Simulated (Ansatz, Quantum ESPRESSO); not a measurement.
# Predicting the next point of a tunnelling series: a Si chain with one bond drawn out

How the rows were computed: Quantum ESPRESSO 7.5 (pw.x, pwcond.x), PBE, GBRV ultrasoft; geometry as built. T is the transmission per spin at the Fermi level. The series steps the stretch of one bond.

```tsv
added stretch (Å)	T
0.5	2.3
1.2	0.733
2	0.113
3	0.00959
```

To predict: What is T at 4 Å?

By hand: In the tunnelling regime ln T falls linearly. The last two rows give a slope of ln(0.113/0.00959)/(3 − 2) = 2.467 per Å, so T(4) ≈ 0.00959 × exp(−2.467 × 1) = 0.000814.

**The withheld run.** T = 0.000846; the estimate is 0.96 times that. The slope over the last interval is 2.428: the same within 8 %. A second code, Ansatz 0.2.0, gives 0.000738.

**Limits.** Short leads, unrelaxed atoms, a barrier without the image potential.

[Logs are printed without paths, hosts, clocks, repeated set-up lines and the standing remarks that a program may print on its own settings, such as how far it seeks lower states.]
